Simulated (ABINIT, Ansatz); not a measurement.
# Converging GW for Ba2SrTeO6 (R-3) in ABINIT

Aim: raise bands and screening cutoff together for Ba2SrTeO6 (R-3) and follow gap and time.

Main program and level: ABINIT 10.8.3; LDA and many-body steps on it, plane waves.

### 1. The structure

It takes space group R-3 (No. 148, trigonal). Conventional cell: a = 6.189 Å, b = 6.189 Å, c = 14.900 Å, α = 90.00°, β = 90.00°, γ = 120.00°. Ba has 12 O at 2.79 to 3.42 Å nearest. Nearest to Sr lie 6 O at 2.44 Å. Nearest to Te lie 6 O at 1.96 Å. O has 1 Te at 1.96 Å and 1 Sr at 2.44 Å and 4 Ba at 2.79 to 3.42 Å nearest. Farther neighbours and most contacts between anions are not listed.

The cell and positions are those that the Materials Project relaxed with its own functionals (PBE, PBE+U or r2SCAN), kept fixed. Spin-orbit coupling is left out unless a step names it.

### 2. Empty states on the mesh, 2×2×2 mesh, 524 bands

This step: ABINIT 10.8.3; DFT, LDA, plane waves, norm-conserving pseudopotentials.

The sums over transitions need many empty states on a uniform mesh; this step solves for them.

run.abi reads:

```
acell 3*1.0 Angstrom
rprim 
  3.094471017325 1.786593674874 4.966610984592
  -3.094471017325 1.786593674874 4.966610984592
  0.000000000000 -3.573187349682 4.966610984616
ntypat 4
znucl 56 38 52 8
natom 10
typat 1 1 2 3 4 4 4 4 4 4
xred 
  0.252060000000 0.252060000000 0.252060000000
  0.747940000000 0.747940000000 0.747940000000
  0.000000000000 0.000000000000 0.000000000000
  0.500000000000 0.500000000000 0.500000000000
  0.328441000000 0.717506000000 0.226340000000
  0.717506000000 0.226340000000 0.328441000000
  0.226340000000 0.328441000000 0.717506000000
  0.671559000000 0.282494000000 0.773660000000
  0.773660000000 0.671559000000 0.282494000000
  0.282494000000 0.773660000000 0.671559000000
pp_dirpath "pseudos"
pseudos "Ba.upf, Sr.upf, Te.upf, O.upf"
ecut 42
ngkpt 2 2 2
nshiftk 1
shiftk 0 0 0
kptopt 1
chksymbreak 0
iscf -2
irdden 1
istwfk *1
nband 524
nbdbuf 46
tolwfr 1e-09
nstep 60
prtvol 0
indata_prefix "in"
outdata_prefix "out"
tmpdata_prefix "tmp"
```

The run is started by

```bash
$ OMP_NUM_THREADS=1 mpirun -n 4 abinit run.abi > log
```

Numbers of over 12 decimals in the logs are rounded to 6 here.

Log:

```text
.Version 10.8.3 of ABINIT. v10.8.2 released Aug 2026.

 Symmetries : space group R-3 (#148); Bravais hR (rhombohedral)
[... echo of the input left out ...]
== DATASET  1 ==================================================================
-   mpi_nproc: 4, omp_nthreads: 1 (-1 if OMP is not activated)

--- !DatasetInfo
iteration_state: {dtset: 1, }
dimensions: {natom: 10, nkpt: 4, mband: 524, nsppol: 1, nspinor: 1, nspden: 1, mpw: 14476, }
cutoff_energies: {ecut:  42.0, pawecutdg:  -1.0, }
[...]
4.03800    4.03994    4.04354    4.04354    4.04936    4.04937    4.06262    4.06265
   4.07512    4.07808    4.07826    4.08796    4.08849    4.09618    4.10298    4.10463
   4.11064    4.11759    4.11901    4.12161
 prteigrs : prtvol=0 or 1, do not print more k-points.

== END DATASET(S) ==============================================================
================================================================================

 -outvars: echo values of variables after computation  --------
            nband         524
             nkpt           4
          spgroup         148
 [... the other variables as echoed above ...]

 Calculation completed.
```

Elapsed: 26 min, on 4 MPI ranks of Intel Xeon Platinum 8259CL at 2.50GHz (Skylake/Cascade Lake), shared host; peak memory 1 GiB.

Numbers from this step:

* gap: 2.939 eV
* k of the valence top: 0.5, 0.5, 0
* k of the conduction bottom: 0, 0, 0
* least direct gap: 3.069 eV
* k points computed: 4
* lowest point of the top converged band, above the valence top: 100.5145 eV

On this mesh the gap is 2.939 eV.

The density comes from a self-consistent run that is not shown.

### 3. Screening, 2×2×2 mesh, 99 bands, screening to 76.2 eV

The RPA dielectric matrix is built and inverted for each q.

This step: RPA screening on LDA, plane waves, norm-conserving pseudopotentials.

Changes to run.abi since step 2:

```diff
@@ -28,10 +28,11 @@
 chksymbreak 0
-iscf -2
-irdden 1
 istwfk *1
-nband 524
-nbdbuf 46
-tolwfr 1e-09
-nstep 60
-prtvol 0
+occopt 1
+irdwfk 1
+optdriver 3
+nband 99
+ecuteps 2.8
+inclvkb 2
+awtr 1
+symchi 1
 indata_prefix "in"
```

Log:

```text
.Version 10.8.3 of ABINIT. v10.8.2 released Aug 2026.

 Symmetries : space group R-3 (#148); Bravais hR (rhombohedral)
[... echo of the input left out ...]
== DATASET  1 ==================================================================
-   mpi_nproc: 4, omp_nthreads: 1 (-1 if OMP is not activated)

--- !DatasetInfo
iteration_state: {dtset: 1, }
dimensions: {natom: 10, nkpt: 4, mband: 99, nsppol: 1, nspinor: 1, nspden: 1, mpw: 14476, }
cutoff_energies: {ecut:  42.0, pawecutdg:  -1.0, }
electrons: {nelect:   9.00000000E+01, charge:   0.00000000E+00, occopt:   1.00000000E+00, tsmear:   1.00000000E-02, }

 SCREENING: Calculation of the susceptibility and dielectric matrices

 Based on a program developped by R.W. Godby, V. Olevano, G. Onida, and L. Reining.
 Incorporated in ABINIT by V. Olevano, G.-M. Rignanese, and M. Torrent.
.Using double precision arithmetic ; gwpc =  8

[... cell and pseudopotentials left out ...]
--------------------------------------------------------------------------------

 ==== K-mesh for the wavefunctions ====
 Number of points in the irreducible wedge :     4
[... list of points left out ...]
 Together with  6 symmetry operations and time-reversal symmetry
 yields     8 points in the full Brillouin Zone.

 ==== Q-mesh for the screening function ====
 Number of points in the irreducible wedge :     4
[... list of points left out ...]
 Together with  6 symmetry operations and time-reversal symmetry
 yields     8 points in the full Brillouin Zone.

 setmesh: FFT mesh size selected  =    45x   45x   45
          total number of points  =        91125

 vcoul_init : cutoff-mode = AUXILIARY_FUNCTION
 q-points for optical limit:   1
     1)      0.000010    0.000020    0.000030

- screening: taking advantage of time-reversal symmetry
- Maximum band index for partially occupied states nbvw = 45
- Remaining bands to be divided among processors   nbcw = 54
- Number of bands treated by each node ~13

 Number of electrons calculated from density =   90.0000; Expected =   90.0000
 average of density, n =  0.080951
 r_s =    1.4340
 omega_plasma =   27.4452 [eV]

 calculating chi0 at frequencies [eV] :
  1    0.000000E+00    0.000000E+00
  2    0.000000E+00    2.744522E+01

--------------------------------------------------------------------------------
  q-point number  1        q = ( 0.000000, 0.000000, 0.000000) [r.l.u.]
--------------------------------------------------------------------------------
[... chi0 elements left out ...]
 For q-point:  0.000010 0.000020 0.000030
  dielectric constant =   4.0061
  dielectric constant without local fields =   4.3959

  Average fulfillment of the sum rule on Im[epsilon] for q-point    1 :     31.11  [%]
[... wings left out ...]
  q-point number  2        q = ( 0.500000, 0.000000, 0.000000) [r.l.u.]
--------------------------------------------------------------------------------
[... chi0 elements left out ...]
  Average fulfillment of the sum rule on Im[epsilon] for q-point    2 :     38.70  [%]

 [... 2 further q-points ...]
```

Wall time 2.5 min (4 MPI ranks); peak memory 2.5 GiB; 9.8 min of CPU time.

Numbers from this step:

```yaml
eps_infinity_with_local_fields_on_this_mesh_along_the_program_s_q_direction: 4.006
the_same_without_local_fields: 4.396
plasma_frequency: 27.45 eV
plane_waves_in_the_screening_matrix: 259
```

Local fields lower ε∞ by 9 %. On a Γ-centred mesh this coarse the value itself is usually too large, while a short band sum pulls it down.

### 4. 99 bands, 76.2 eV

The self-energy is evaluated for the states that the input lists, and the levels follow from it, in one-shot runs by the linearised quasiparticle equation.

This step: G0W0 on LDA, plane waves, norm-conserving pseudopotentials.

Changes to run.abi since step 3:

```diff
@@ -31,8 +31,17 @@
 irdwfk 1
-optdriver 3
+optdriver 4
 nband 99
+gwcalctyp 0
+ecutsigx 42
+symsigma 1
+nkptgw 2
+kptgw 
+  0.5000000000 0.5000000000 0.0000000000
+  0.0000000000 0.0000000000 0.0000000000
+bdgw 
+  44 47
+  43 48
 ecuteps 2.8
-inclvkb 2
-awtr 1
-symchi 1
+irdscr 1
+ppmodel 1
 indata_prefix "in"
```

Log:

```text
.Version 10.8.3 of ABINIT. v10.8.2 released Aug 2026.

 Symmetries : space group R-3 (#148); Bravais hR (rhombohedral)
[... echo of the input left out ...]
== DATASET  1 ==================================================================
-   mpi_nproc: 4, omp_nthreads: 1 (-1 if OMP is not activated)

--- !DatasetInfo
iteration_state: {dtset: 1, }
dimensions: {natom: 10, nkpt: 4, mband: 99, nsppol: 1, nspinor: 1, nspden: 1, mpw: 14476, }
cutoff_energies: {ecut:  42.0, pawecutdg:  -1.0, }
electrons: {nelect:   9.00000000E+01, charge:   0.00000000E+00, occopt:   1.00000000E+00, tsmear:   1.00000000E-02, }

 SIGMA: Calculation of the GW corrections

 Based on a program developped by R.W. Godby, V. Olevano, G. Onida, and L. Reining.
 Incorporated in ABINIT by V. Olevano, G.-M. Rignanese, and M. Torrent.
.Using double precision arithmetic ; gwpc =  8

[... cell and pseudopotentials left out ...]
--------------------------------------------------------------------------------

 ==== K-mesh for the wavefunctions ====
 Number of points in the irreducible wedge :     4
[... list of points left out ...]
 Together with  6 symmetry operations and time-reversal symmetry
 yields     8 points in the full Brillouin Zone.

 ==== Q-mesh for screening function ====
 Number of points in the irreducible wedge :     4
[... list of points left out ...]
 Together with  6 symmetry operations and time-reversal symmetry
 yields     8 points in the full Brillouin Zone.

 vcoul_init : cutoff-mode = AUXILIARY_FUNCTION
 q-points for optical limit:   1
     1)      0.000010    0.000020    0.000030
 setmesh: FFT mesh size selected  =    72x   72x   72
          total number of points  =       373248

 Number of electrons calculated from density =   90.0000; Expected =   90.0000
 average of density, n =  0.080951
 r_s =    1.4340
 omega_plasma =   27.4452 [eV]

 === KS Band Gaps ===
  >>>> For spin  1
   Minimum direct gap =   3.0686 [eV], located at k-point      :   0.0000  0.0000  0.0000
   Fundamental gap    =   2.9390 [eV], Top of valence bands at :   0.5000  0.5000  0.0000
                                       Bottom of conduction at :   0.0000  0.0000  0.0000
 SIGMA fundamental parameters:
 PLASMON POLE MODEL  1
 number of plane-waves for SigmaX                14397
 number of plane-waves for SigmaC and W            259
 number of plane-waves for wavefunctions         14397
 number of bands                                    99
 number of independent spin polarizations            1
 number of spinorial components                      1
 number of k-points in IBZ                           4
 number of q-points in IBZ                           4
 number of symmetry operations                       6
 number of k-points in BZ                            8
 number of q-points in BZ                            8
 number of frequencies for dSigma/dE                 9
 frequency step for dSigma/dE [eV]                0.25
 number of omega for Sigma on real axis              0
 max omega for Sigma on real axis  [eV]           0.00
 zcut for avoiding poles [eV]                     0.10

 EPSILON^-1 parameters (SCR file):
 dimension of the eps^-1 matrix on file            259
 dimension of the eps^-1 matrix used               259
 number of plane-waves for wavefunctions         14397
 number of bands                                    99
 number of q-points in IBZ                           4
 number of frequencies                               2
 number of real frequencies                          1
 number of imag frequencies                          1

 matrix elements of self-energy operator (all in [eV])

 Perturbative Calculation

--- !SelfEnergy_ee
iteration_state: {dtset: 1, }
kpoint     : [   0.500,    0.500,    0.000, ]
spin       : 1
KS_gap     :    3.385
QP_gap     :    6.040
Delta_QP_KS:    2.655
data: !SigmaeeData |
     Band     E0 <VxcDFT>   SigX SigC(E0)      Z dSigC/dE  Sig(E)    E-E0       E
       44   4.432 -17.973 -23.013   4.901   0.781  -0.280 -18.082  -0.109   4.323
       45   5.078 -19.254 -24.338   5.054   0.778  -0.285 -19.277  -0.023   5.054
       46   8.463 -18.539 -13.614  -1.733   0.824  -0.213 -15.907   2.632  11.095
       47  11.093 -12.109  -6.776  -2.784   0.852  -0.174  -9.937   2.171  13.265

--- !SelfEnergy_ee
iteration_state: {dtset: 1, }
kpoint     : [   0.000,    0.000,    0.000, ]
spin       : 1
KS_gap     :    3.069
QP_gap     :    5.387
Delta_QP_KS:    2.318
data: !SigmaeeData |
     Band     E0 <VxcDFT>   SigX SigC(E0)      Z dSigC/dE  Sig(E)    E-E0       E
       43   4.944 -18.906 -23.972   5.007   0.779  -0.284 -18.952  -0.046   4.897
       44   4.944 -18.906 -23.972   5.007   0.779  -0.284 -18.952  -0.046   4.897
       45   4.948 -19.111 -24.265   5.107   0.777  -0.287 -19.147  -0.036   4.912
       46   8.017 -16.720 -11.989  -1.989   0.832  -0.201 -14.438   2.282  10.298
       47  10.028 -10.518  -5.609  -2.721   0.861  -0.161  -8.634   1.884  11.911
       48  10.028 -10.518  -5.609  -2.721   0.861  -0.161  -8.634   1.884  11.911

== END DATASET(S) ==============================================================
================================================================================

 -outvars: echo values of variables after computation  --------
           etotal      0.0000000000E+00
            nband          99
             nkpt           4
          spgroup         148
 [... the other variables as echoed above ...]

 Calculation completed.
```

Run time: 36 s. Hardware: 4 MPI ranks; peak memory 2.1 GiB.

This step gave:

```
G0W0 gap on the points computed              : 5.244 eV
starting gap on the mesh                     : 2.939 eV
k of the valence top                         : 0.5, 0.5, 0
k of the conduction bottom                   : 0, 0, 0
Z at the valence top                         : 0.778
Z at the conduction bottom                   : 0.832
least direct G0W0 gap on the computed points : 5.386 eV
```

The gap on the mesh goes from 2.94 eV to 5.24 eV, a correction of +2.30 eV.

### 5. Screening, 2×2×2 mesh, 222 bands, screening to 141.5 eV

This step: RPA screening on LDA, plane waves, norm-conserving pseudopotentials.

Changes to run.abi since step 4:

```diff
@@ -31,17 +31,8 @@
 irdwfk 1
-optdriver 4
-nband 99
-gwcalctyp 0
-ecutsigx 42
-symsigma 1
-nkptgw 2
-kptgw 
-  0.5000000000 0.5000000000 0.0000000000
-  0.0000000000 0.0000000000 0.0000000000
-bdgw 
-  44 47
-  43 48
-ecuteps 2.8
-irdscr 1
-ppmodel 1
+optdriver 3
+nband 222
+ecuteps 5.2
+inclvkb 2
+awtr 1
+symchi 1
 indata_prefix "in"
```

Log:

```text
.Version 10.8.3 of ABINIT. v10.8.2 released Aug 2026.

 Symmetries : space group R-3 (#148); Bravais hR (rhombohedral)
[... echo of the input left out ...]
== DATASET  1 ==================================================================
-   mpi_nproc: 4, omp_nthreads: 1 (-1 if OMP is not activated)

--- !DatasetInfo
iteration_state: {dtset: 1, }
dimensions: {natom: 10, nkpt: 4, mband: 222, nsppol: 1, nspinor: 1, nspden: 1, mpw: 14476, }
cutoff_energies: {ecut:  42.0, pawecutdg:  -1.0, }
electrons: {nelect:   9.00000000E+01, charge:   0.00000000E+00, occopt:   1.00000000E+00, tsmear:   1.00000000E-02, }

 SCREENING: Calculation of the susceptibility and dielectric matrices

 Based on a program developped by R.W. Godby, V. Olevano, G. Onida, and L. Reining.
 Incorporated in ABINIT by V. Olevano, G.-M. Rignanese, and M. Torrent.
.Using double precision arithmetic ; gwpc =  8

[... cell and pseudopotentials left out ...]
--------------------------------------------------------------------------------

 ==== K-mesh for the wavefunctions ====
 Number of points in the irreducible wedge :     4
[... list of points left out ...]
 Together with  6 symmetry operations and time-reversal symmetry
 yields     8 points in the full Brillouin Zone.

 ==== Q-mesh for the screening function ====
 Number of points in the irreducible wedge :     4
[... list of points left out ...]
 Together with  6 symmetry operations and time-reversal symmetry
 yields     8 points in the full Brillouin Zone.

 setmesh: FFT mesh size selected  =    45x   45x   45
          total number of points  =        91125

 vcoul_init : cutoff-mode = AUXILIARY_FUNCTION
 q-points for optical limit:   1
     1)      0.000010    0.000020    0.000030

- screening: taking advantage of time-reversal symmetry
- Maximum band index for partially occupied states nbvw = 45
- Remaining bands to be divided among processors   nbcw = 177
- Number of bands treated by each node ~44

 Number of electrons calculated from density =   90.0000; Expected =   90.0000
 average of density, n =  0.080951
 r_s =    1.4340
 omega_plasma =   27.4452 [eV]

 calculating chi0 at frequencies [eV] :
  1    0.000000E+00    0.000000E+00
  2    0.000000E+00    2.744522E+01

--------------------------------------------------------------------------------
  q-point number  1        q = ( 0.000000, 0.000000, 0.000000) [r.l.u.]
--------------------------------------------------------------------------------
[... chi0 elements left out ...]
 For q-point:  0.000010 0.000020 0.000030
  dielectric constant =   4.0106
  dielectric constant without local fields =   4.4853

  Average fulfillment of the sum rule on Im[epsilon] for q-point    1 :     58.85  [%]
[... wings left out ...]
  q-point number  2        q = ( 0.500000, 0.000000, 0.000000) [r.l.u.]
--------------------------------------------------------------------------------
[... chi0 elements left out ...]
  Average fulfillment of the sum rule on Im[epsilon] for q-point    2 :     63.91  [%]

 [... 2 further q-points ...]
```

Run time: 9.3 min. Hardware: 4 MPI ranks; peak memory 3.3 GiB; 37 min of CPU time.

Numbers from this step:

```
ε∞ with local fields, on this mesh, along the program's q direction : 4.011
the same without local fields                                       : 4.485
plasma frequency                                                    : 27.45 eV
plane waves in the screening matrix                                 : 615
```

(Part 1 of 2 ends here.)

[Paths, hosts, dates, memory and timing lines, banners, echoed tables and standing remarks are left out of the program output.]

[Logs are printed without paths, hosts, clocks, repeated set-up lines and the standing remarks that a program may print on its own settings, such as how far it seeks lower states.]

[Runs of the session that timed out or met a known fault of the program may be left out.]

[Hosts, paths, dates, database ids (printed as entryN), source tags and the programs' standing remarks are cut or masked in the printed files.]

[G0W0 gaps are taken among the corrected bands and points alone; a level outside them can change the order at an edge.]

[Where Ansatz stands beside ABINIT at settings called matched, ABINIT's density can come from a denser mesh and the files from another edition; pairs whose starting gaps differed by over 0.03 eV were left out, so agreement reads better than it is.]
